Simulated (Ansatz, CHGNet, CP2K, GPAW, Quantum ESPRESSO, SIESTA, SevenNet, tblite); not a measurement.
## Random packing of C71N29 (at. %) (109 atoms) in Quantum ESPRESSO

Wanted: Quantum ESPRESSO inputs and outputs for random packing of C71N29 (at. %) (109 atoms), checked against a plane-wave reference.

Main program and level: Quantum ESPRESSO 7.5; the method is named at each step.

## (1) The structure

The cell holds 109 atoms: 77 C and 32 N. Its edges and angles: a = 9.809 Å, b = 9.809 Å, c = 9.809 Å, α = 90.0°, β = 90.0°, γ = 90.0°. 109 atoms (77 C, 32 N) packed at random in a cube at 2.42 g/cm³ and pushed apart as soft spheres; a start for melting by ab initio MD, not an equilibrated structure. Then every atom was moved at random, 0.03 Å r.m.s. a Cartesian component.

The yardstick, on the same geometry:

```
method                 : Kohn-Sham DFT, PBE, PAW, plane waves (Ansatz 0.2.0); cutoff 420 eV, Γ point, fermi-dirac smearing of 0.05 eV; PAW set soft_2
r.m.s. force component : 1.943 eV/Å
longest force          : 8.61 eV/Å
pressure               : -23.6 GPa
SCF cycles             : 9
time                   : 5.8 s on 8 threads of Arm Neoverse V2, shared host
CPU time               : 41 s
```

## (2) PBE, sssp-1.3.0-efficiency, 60/480 Ry

Method: Kohn-Sham DFT, PBE, SSSP efficiency 1.3.0 pseudopotentials, plane waves.

The input, pw.in:

```
&control
  calculation = 'scf'
  pseudo_dir = './pseudo'
  outdir = './tmp'
  disk_io = 'none'
  tprnfor = .true.
  tstress = .true.
/
&system
  ibrav = 0
  nat = 109
  ntyp = 2
  ecutwfc = 60
  ecutrho = 480
  nosym = .true.
  occupations = 'smearing'
  smearing = 'fd'
  degauss = 0.003675
/
&electrons
  conv_thr = 5.4e-07
  electron_maxstep = 100
  mixing_beta = 0.2
  mixing_mode = 'local-TF'
  diagonalization = 'david'
/
ATOMIC_SPECIES
C 12.011 C.upf
N 14.007 N.upf
CELL_PARAMETERS angstrom
9.80880 0.00000 0.00000
0.00000 9.80880 0.00000
0.00000 0.00000 9.80880
ATOMIC_POSITIONS crystal
C 0.47616 0.53573 0.74642
C 0.02056 0.91634 0.52377
C 0.36257 0.06166 0.75530
C 0.35872 0.27138 0.18081
C 0.33741 0.77978 0.20112
C 0.04782 0.63176 0.38755
C 0.56462 0.13493 0.18600
C 0.70506 0.76274 0.48225
C 0.89045 0.57979 0.83865
C 0.64015 0.20421 0.46998
C 0.17242 0.24779 0.18396
C 0.18932 0.34266 0.60401
C 0.75975 0.60660 0.21154
C 0.60053 0.72129 0.04371
C 0.24436 0.30178 0.41235
C 0.79038 0.06180 0.18277
C 0.07437 0.03687 0.38234
C 0.41698 0.73822 0.03600
C 0.20286 0.53669 0.45385
C 0.77639 0.26326 0.00059
C 0.12026 0.83880 0.22982
C 0.53153 0.31027 0.61214
C 0.95975 0.48863 0.55821
C 0.18902 0.06235 0.56931
C 0.16606 0.08200 0.88927
C 0.46417 0.91839 0.86412
C 0.64866 0.59573 0.37771
C 0.08084 0.50726 0.86928
C 0.84498 0.41863 0.26853
C 0.15433 0.50963 0.09650
C 0.06754 0.48315 0.28350
C 0.72595 0.57041 0.89689
C 0.78491 0.09488 0.50921
C 0.03516 0.73967 0.78479
C 0.61759 0.98183 0.29035
C 0.08146 0.28182 0.39062
C 0.28994 0.08286 0.03048
C 0.89632 0.18634 0.82520
C 0.73922 0.44416 0.49451
C 0.93496 0.97645 0.23877
C 0.46489 0.51452 0.28353
C 0.39495 0.50619 0.01248
C 0.65479 0.64332 0.58578
C 0.56122 0.42580 0.45837
C 0.45303 0.53645 0.58483
C 0.26509 0.86215 0.01099
C 0.92978 0.20823 0.46761
C 0.95359 0.28360 0.27728
C 0.75513 0.91875 0.36345
C 0.07969 0.19347 0.58654
C 0.16009 0.74955 0.50601
C 0.84016 0.64967 0.54722
C 0.02658 0.88267 0.90806
C 0.27238 0.49169 0.66775
C 0.02082 0.35505 0.72439
C 0.02532 0.30844 0.07134
[... 49 atom lines left out ...]
N 0.46074 0.32275 0.31955
N 0.51391 0.35827 0.78972
N 0.49571 0.10166 0.92496
N 0.95434 0.11780 0.11078
K_POINTS gamma
```

Command:

```console
OMP_NUM_THREADS=1 mpirun -np 4 pw.x -in pw.in > output.txt
```

What it wrote:

```text
Program PWSCF
     gamma-point specific algorithms are used
     one sub-group per band group will be used
     scalapack distributed-memory algorithm (size of sub-group:  2*  2 procs)
     Parallelization info
     sticks:   dense  smooth     PW     G-vecs:    dense   smooth      PW
     Min        3282    1639    411               282718    99868   12514
     Max        3284    1644    414               282720    99872   12516
     Sum       13133    6565   1649              1130877   399479   50061
     bravais-lattice index     =            0
     lattice parameter (alat)  =      18.5359  a.u.
     unit-cell volume          =    6368.6039 (a.u.)^3
     number of atoms/cell      =          109
     number of atomic types    =            2
     number of electrons       =       468.00
     number of Kohn-Sham states=          281
     kinetic-energy cutoff     =      60.0000  Ry
     charge density cutoff     =     480.0000  Ry
     scf convergence threshold =      5.4E-07
     mixing beta               =       0.2000
     number of iterations used =            8  local-TF  mixing
     Exchange-correlation= PBE
                           (   1   4   3   4   0   0   0)
     crystal axes: (cart. coord. in units of alat)
               a(1) = (   1.000000   0.000000   0.000000 )
               a(2) = (   0.000000   1.000000   0.000000 )
               a(3) = (   0.000000   0.000000   1.000000 )
     reciprocal axes: (cart. coord. in units 2 pi/alat)
               b(1) = (  1.000000  0.000000  0.000000 )
               b(2) = (  0.000000  1.000000  0.000000 )
               b(3) = (  0.000000  0.000000  1.000000 )
     PseudoPot. # 1 for C :
     Pseudo is Projector augmented-wave + core cor, Zval =  4.0
     PseudoPot. # 2 for N :
     Pseudo is Ultrasoft + core correction, Zval =  5.0
     atomic species   valence    mass     pseudopotential
     C                 4.00    12.01100     C ( 1.00)
     N                 5.00    14.00700     N ( 1.00)
     No symmetry found
   Cartesian axes
     number of k points=     1  Fermi-Dirac smearing, width (Ry)=  0.0037
                       cart. coord. in units 2pi/alat
        k(    1) = (   0.0000000   0.0000000   0.0000000), wk =   2.0000000
     Dense  grid:   565439 G-vectors     FFT dimensions: ( 135, 135, 135)
     Smooth grid:   199740 G-vectors     FFT dimensions: (  96,  96,  96)
     Check: negative core charge=   -0.000002
     Initial potential from superposition of free atoms
     starting charge     467.9966, renormalised to     468.0000
     Starting wfcs are  436 randomized atomic wfcs
     Self-consistent Calculation
     iteration #  1     ecut=    60.00 Ry     beta= 0.20
     Threshold (ethr) on eigenvalues was too large:
     Diagonalizing with lowered threshold
     total energy              =   -2036.82382172 Ry
     estimated scf accuracy    <       2.90510021 Ry
     iteration #  2     ecut=    60.00 Ry     beta= 0.20
     total energy              =   -2036.64825481 Ry
     estimated scf accuracy    <       1.27906934 Ry
     iteration #  3     ecut=    60.00 Ry     beta= 0.20
     total energy              =   -2036.73846055 Ry
     estimated scf accuracy    <       0.27842491 Ry
     iteration #  4     ecut=    60.00 Ry     beta= 0.20
     total energy              =   -2036.75442263 Ry
     estimated scf accuracy    <       0.12291054 Ry
     iteration #  5     ecut=    60.00 Ry     beta= 0.20
     total energy              =   -2036.76575314 Ry
     estimated scf accuracy    <       0.04194955 Ry
     iteration #  6     ecut=    60.00 Ry     beta= 0.20
     total energy              =   -2036.76961766 Ry
     estimated scf accuracy    <       0.01500098 Ry
[...]
total energy              =   -2036.77148595 Ry
[...]
iteration # 14     ecut=    60.00 Ry     beta= 0.20
     total energy              =   -2036.77148684 Ry
     estimated scf accuracy    <       0.00000251 Ry
     iteration # 15     ecut=    60.00 Ry     beta= 0.20
     total energy              =   -2036.77148717 Ry
     estimated scf accuracy    <       0.00000097 Ry
     iteration # 16     ecut=    60.00 Ry     beta= 0.20
     End of self-consistent calculation
          k = 0.0000 0.0000 0.0000 ( 25031 PWs)   bands (ev):
   -14.1678 -13.9190 -12.0357 -11.6949 -11.5237 -11.3710 -11.3075 -10.9248
   -10.8638 -10.5877 -10.4943 -10.2935 -10.1720  -9.9724  -9.9013  -9.5825
    -9.3863  -9.2198  -9.1211  -8.8969  -8.6893  -8.6276  -8.2715  -8.2032
    -8.1300  -7.9541  -7.7157  -7.5525  -7.4936  -7.2806  -7.1170  -7.0332
    -6.8784  -6.6904  -6.6293  -6.5536  -6.4283  -6.3978  -6.2855  -6.2111
    -6.0427  -5.8708  -5.8171  -5.6559  -5.5946  -5.5657  -5.4260  -5.3219
[...]
8.2651   8.2946   8.3481   8.3822   8.4022   8.4202   8.4715   8.4847
     8.5512   8.5701   8.6141   8.6536   8.7138   8.7557   8.7857   8.8142
     8.8941   8.9376   8.9508   8.9952   8.9960   9.0965   9.1233   9.1848
     9.2254
     the Fermi energy is     7.2415 ev
!    total energy              =   -2036.77148712 Ry
     estimated scf accuracy    <       0.00000032 Ry
     smearing contrib. (-TS)   =      -0.03596126 Ry
     internal energy E=F+TS    =   -2036.73552586 Ry
     The total energy is F=E-TS. E is the sum of the following terms:
     one-electron contribution =      15.26428264 Ry
     hartree contribution      =     260.24701088 Ry
     xc contribution           =    -494.62121469 Ry
     ewald contribution        =   -1341.15850296 Ry
     one-center paw contrib.   =    -476.46710173 Ry
     convergence has been achieved in  16 iterations
     Forces acting on atoms (cartesian axes, Ry/au):
     atom    1 type  1   force =    -0.01982518   -0.00937852   -0.07376032
     atom    2 type  1   force =     0.08306388   -0.07403934   -0.09491308
     atom    3 type  1   force =    -0.03799312    0.01756778   -0.02951818
     atom    4 type  1   force =    -0.03022449    0.14034197   -0.01807470
     atom    5 type  1   force =     0.03366391   -0.06582962   -0.04484920
     atom    6 type  1   force =     0.10161218    0.05978962   -0.01075729
[...]
atom  107 type  2   force =     0.02788202    0.08917765   -0.14597526
     atom  108 type  2   force =    -0.09312428    0.04181906   -0.02513750
     atom  109 type  2   force =    -0.06356355   -0.10357078   -0.01174369
     Total force =     1.363902     Total SCF correction =     0.000881
     Computing stress (Cartesian axis) and pressure
          total   stress  (Ry/bohr**3)                   (kbar)     P=     -238.33
  -0.00166736   0.00004568  -0.00020278         -245.28        6.72      -29.83
   0.00004568  -0.00183867  -0.00004885            6.72     -270.48       -7.19
  -0.00020278  -0.00004885  -0.00135432          -29.83       -7.19     -199.23
     Message from routine punch:
     Nothing written, as per user request (disk_io='none')
```

The job ended after 2 min (4 MPI ranks of Arm Neoverse V2, shared host; peak memory 3.1 GiB; 8.1 min of CPU time).

Banners, paths, timers and routine set-up lines are dropped from the logs unmarked, and long logs keep their key lines alone; longer cuts are marked.

Numbers from this run, and their distance from the reference:

| Item | Value |
| --- | --- |
| r.m.s. force component | 1.939 eV/Å |
| r.m.s. difference of force components | 8.736 meV/Å |
| longest difference of force vectors | 60.93 meV/Å |
| force difference over r.m.s. force | 0.4496 % |
| slope of forces against the reference's | 0.998 |
| correlation of force components | 1 |
| pressure | -23.83 GPa |
| pressure difference | -0.2306 GPa |

Length of the force difference by element (eV/Å):

```
element  atoms   mean   most
      C     77  0.012  0.039
      N     32  0.015  0.061
```

Local excerpt of 9 atoms (numbers count through the whole input) about N97, which bears the longest force; x, y, z are measured from there.

```
atom      x      y      z  distance (Å)     Fx     Fy  Fz (eV/Å)
 N97   0.00   0.00   0.00          0.00   7.07  -4.39       2.12
 C29   1.52   0.54   0.37          1.65  -0.53   0.21      -0.26
 C64   1.03  -1.40   0.18          1.75  -1.01  -0.45      -1.40
 N86   1.23   1.13  -1.51          2.25   0.34   0.60       0.78
 N92  -1.25   1.05  -1.55          2.25  -4.27   1.16      -2.61
N106  -2.25  -0.40   0.87          2.44  -1.11   0.68      -2.38
 C13   0.68   2.39  -0.19          2.49   1.70   2.26       2.14
  C7  -1.23  -2.24  -0.44          2.59   0.75  -3.22       1.52
 C20   0.85  -0.98  -2.26          2.61  -1.97   0.03      -2.08
```

Forces lie 0.45 % from the reference's, at 12 times its CPU time (on 4 against 8 cores).

## (3) PBE+D3(BJ), sssp-1.3.0-efficiency, 60/480 Ry

Method: Kohn-Sham DFT, PBE+D3(BJ), SSSP efficiency 1.3.0 pseudopotentials, plane waves.

pw.in: that of step 2 with these lines changed.

```diff
@@ -18,2 +18,5 @@
   degauss = 0.003675
+  vdw_corr = 'dft-d3'
+  dftd3_version = 4
+  dftd3_threebody = .false.
 /
```

What it wrote:

```text
[banner, memory and clock lines left out]
Program PWSCF
     gamma-point specific algorithms are used
     one sub-group per band group will be used
[... lines left out ...]
     total energy              =   -2037.93832834 Ry
[... lines left out ...]
     total energy              =   -2038.02853408 Ry
[... lines left out ...]
     total energy              =   -2038.06156037 Ry
[... lines left out ...]
     total energy              =   -2038.06156070 Ry
[... lines left out ...]
     the Fermi energy is     7.2415 ev
!    total energy              =   -2038.06156065 Ry
[... lines left out ...]
     The total energy is F=E-TS. E is the sum of the following terms:
[... lines left out ...]
     convergence has been achieved in  16 iterations
     Forces acting on atoms (cartesian axes, Ry/au):
     atom    1 type  1   force =    -0.01353494   -0.00959382   -0.07461246
     atom    2 type  1   force =     0.08063023   -0.07166349   -0.08875807
     atom    3 type  1   force =    -0.04664813    0.02711350   -0.02940068
[...]
atom  108 type  2   force =    -0.09040486    0.04461134   -0.01875822
     atom  109 type  2   force =    -0.05834012   -0.10132742   -0.01634540
     Total force =     1.342908     Total SCF correction =     0.000881
     Computing stress (Cartesian axis) and pressure
          total   stress  (Ry/bohr**3)                   (kbar)     P=     -234.28
  -0.00164834   0.00004523  -0.00021604         -242.48        6.65      -31.78
   0.00004523  -0.00180371  -0.00004568            6.65     -265.33       -6.72
  -0.00021604  -0.00004568  -0.00132572          -31.78       -6.72     -195.02
     Message from routine punch:
     Nothing written, as per user request (disk_io='none')
```

Wall time 2 min (4 MPI ranks); peak memory 3.3 GiB.

Compared with the plane-wave run:

```
r.m.s. force component                  : 1.909 eV/Å
r.m.s. difference of force components   : 124 meV/Å
longest difference of force vectors     : 554.1 meV/Å
force difference over r.m.s. force      : 6.383 %
slope of forces against the reference's : 0.9808
correlation of force components         : 0.9981
pressure                                : -23.43 GPa
pressure difference                     : 0.1747 GPa
```

Against the first run (0.45 %), the force difference from the reference is 6.4 %, at 0.99 times the CPU time; the model has changed, so this is no error of the program alone.

## (4) PBE, sssp-1.3.0-efficiency, 60/480 Ry, rmm-davidson

Method: Kohn-Sham DFT, PBE, SSSP efficiency 1.3.0 pseudopotentials, plane waves.

pw.in: that of step 3 with these lines changed.

```diff
@@ -18,5 +18,2 @@
   degauss = 0.003675
-  vdw_corr = 'dft-d3'
-  dftd3_version = 4
-  dftd3_threebody = .false.
 /
@@ -27,3 +24,3 @@
   mixing_mode = 'local-TF'
-  diagonalization = 'david'
+  diagonalization = 'rmm-davidson'
 /
```

What it wrote:

```text
[banner, memory and clock lines left out]
Program PWSCF
     gamma-point specific algorithms are used
     one sub-group per band group will be used
     bravais-lattice index     =            0
     lattice parameter (alat)  =      18.5359  a.u.
     unit-cell volume          =    6368.6039 (a.u.)^3
     number of atoms/cell      =          109
     number of atomic types    =            2
     number of electrons       =       468.00
[... lines left out ...]
     scf convergence threshold =      5.4E-07
[... lines left out ...]
     number of k points=     1  Fermi-Dirac smearing, width (Ry)=  0.0037
[... lines left out ...]
     total energy              =   -2036.82382172 Ry
[... lines left out ...]
     total energy              =   -2036.64825481 Ry
[... lines left out ...]
     total energy              =   -2036.71052073 Ry
[... lines left out ...]
     total energy              =   -2036.77148684 Ry
[... lines left out ...]
     total energy              =   -2036.77148710 Ry
[... lines left out ...]
   -14.1676 -13.9189 -12.0355 -11.6948 -11.5235 -11.3709 -11.3075 -10.9248
   -10.8637 -10.5876 -10.4943 -10.2934 -10.1719  -9.9723  -9.9012  -9.5824
    -9.3862  -9.2197  -9.1210  -8.8968  -8.6892  -8.6275  -8.2714  -8.2031
[...]
8.5513   8.5701   8.6142   8.6538   8.7139   8.7557   8.7857   8.8142
     8.8941   8.9376   8.9509   8.9952   8.9961   9.0966   9.1235   9.1847
     9.2251
     the Fermi energy is     7.2415 ev
!    total energy              =   -2036.77148695 Ry
     estimated scf accuracy    <       0.00000046 Ry
     smearing contrib. (-TS)   =      -0.03596115 Ry
     internal energy E=F+TS    =   -2036.73552581 Ry
     The total energy is F=E-TS. E is the sum of the following terms:
     one-electron contribution =      15.26697669 Ry
     hartree contribution      =     260.24387140 Ry
     xc contribution           =    -494.62073228 Ry
     ewald contribution        =   -1341.15850296 Ry
     one-center paw contrib.   =    -476.46713864 Ry
     convergence has been achieved in  18 iterations
     Forces acting on atoms (cartesian axes, Ry/au):
     atom    1 type  1   force =    -0.01982622   -0.00937768   -0.07376049
     atom    2 type  1   force =     0.08306512   -0.07403929   -0.09491780
     atom    3 type  1   force =    -0.03799098    0.01756501   -0.02951175
[...]
atom  108 type  2   force =    -0.09313097    0.04180910   -0.02513082
     atom  109 type  2   force =    -0.06357644   -0.10356876   -0.01173605
     Total force =     1.363911     Total SCF correction =     0.001306
     Computing stress (Cartesian axis) and pressure
          total   stress  (Ry/bohr**3)                   (kbar)     P=     -238.35
  -0.00166749   0.00004570  -0.00020278         -245.30        6.72      -29.83
   0.00004570  -0.00183882  -0.00004884            6.72     -270.50       -7.19
  -0.00020278  -0.00004884  -0.00135453          -29.83       -7.19     -199.26
     Message from routine punch:
     Nothing written, as per user request (disk_io='none')
```

Elapsed: 2.2 min, on 4 MPI ranks; peak memory 3.3 GiB; 8.7 min of CPU time.

Compared with the plane-wave run:

- r.m.s. force component: 1.939 eV/Å
- r.m.s. difference of force components: 8.736 meV/Å
- longest difference of force vectors: 61.1 meV/Å
- force difference over r.m.s. force: 0.4496 %
- slope of forces against the reference's: 0.998
- correlation of force components: 1
- pressure: -23.84 GPa
- pressure difference: -0.2329 GPa
- energy less the same-level run's: 0 meV/atom
- r.m.s. force difference from the same-level run: 0.17 meV/Å

Against the first run (0.45 %), the force difference from the reference is 0.45 %, at 1.1 times the CPU time: another solver or mixer reaches the same state.

## (5) The ladder

Differences are against the plane-wave reference, forces as r.m.s. over components; share is that over the reference's r.m.s. force, slope the least-squares factor from reference forces to these. Total energies of different programs have different zeros and aren't compared.

```csv
run,"Δ force, r.m.s. (meV/Å)",share (%),slope,Δ pressure (GPa),cores,CPU time,memory (GiB)
reference,-,-,-,-,8,41 s,1.3
"QE PBE, sssp-1.3.0-efficiency, 60/480 Ry",8.74,0.450,0.998,-0.231,4,8.1 min,3.1
"QE PBE+D3(BJ), sssp-1.3.0-efficiency, 60/480 Ry",124,6.38,0.981,0.175,4,8 min,3.3
"QE PBE, sssp-1.3.0-efficiency, 60/480 Ry, rmm-davidson",8.74,0.450,0.998,-0.233,4,8.7 min,3.3
```

CPU time is summed over cores on a shared host, where runs went side by side, so it is rough. Symmetry, cutoffs, thresholds, outputs and thread counts weren't matched or tuned between programs; memory under MPI is the largest rank's times the ranks.

Within one program, basis, potentials and functional, energies share a zero. Each run against its twin at the usual cutoff or grid and solver:

```csv
run,twin,Δ energy (meV/atom),"Δ force, r.m.s. (meV/Å)",CPU time over the twin's
"QE PBE, sssp-1.3.0-efficiency, 60/480 Ry, rmm-davidson","sssp-1.3.0-efficiency, 60/480 Ry",0,0.17,1.1
```

## (6) Summary of results

```yaml
nearest_in_forces: a tie at 0.45 % of 2 runs: QE PBE, sssp-1.3.0-efficiency, 60/480 Ry; QE PBE, sssp-1.3.0-efficiency, 60/480 Ry, rmm-davidson
```

**Reading.** PBE on plane waves or a grid with other potentials, cutoffs or grids differs from the reference by 0.45 % in each run of the r.m.s. force; this holds the reference's own error, so differences of a few per cent don't tell which side is nearer the exact PBE result (QE's 60 Ry are 816 eV, against the reference's 420 eV). Rows with another functional or a dispersion term differ by 6.4 % (QE PBE+D3(BJ), sssp-1.3.0-efficiency, 60/480 Ry), which mixes the change of model with differences of basis and potentials. None of the electronic-structure runs in the table takes under half the reference's CPU time of 41 s; they take 12 to 13 times as much. The reference's stress is far from hydrostatic: its diagonal is -24.3, -26.8, -19.7 GPa, compression counted positive. The reference's pressure of -24 GPa says that the cell would shrink at this level of theory. The electronic-structure runs sample only Γ, in a cell whose shortest periodic width is 10 Å, which is coarse for a cell with partly filled levels.

[Also dropped from logs without a mark: logging warnings of Python, and SIESTA's first energy breakdown and zero terms.]

[Logs are printed without paths, hosts, clocks, repeated set-up lines and the standing remarks that a program may print on its own settings, such as how far it seeks lower states.]

[Hosts, paths, dates, database ids (printed as entryN), source tags and the programs' standing remarks are cut or masked in the printed files.]
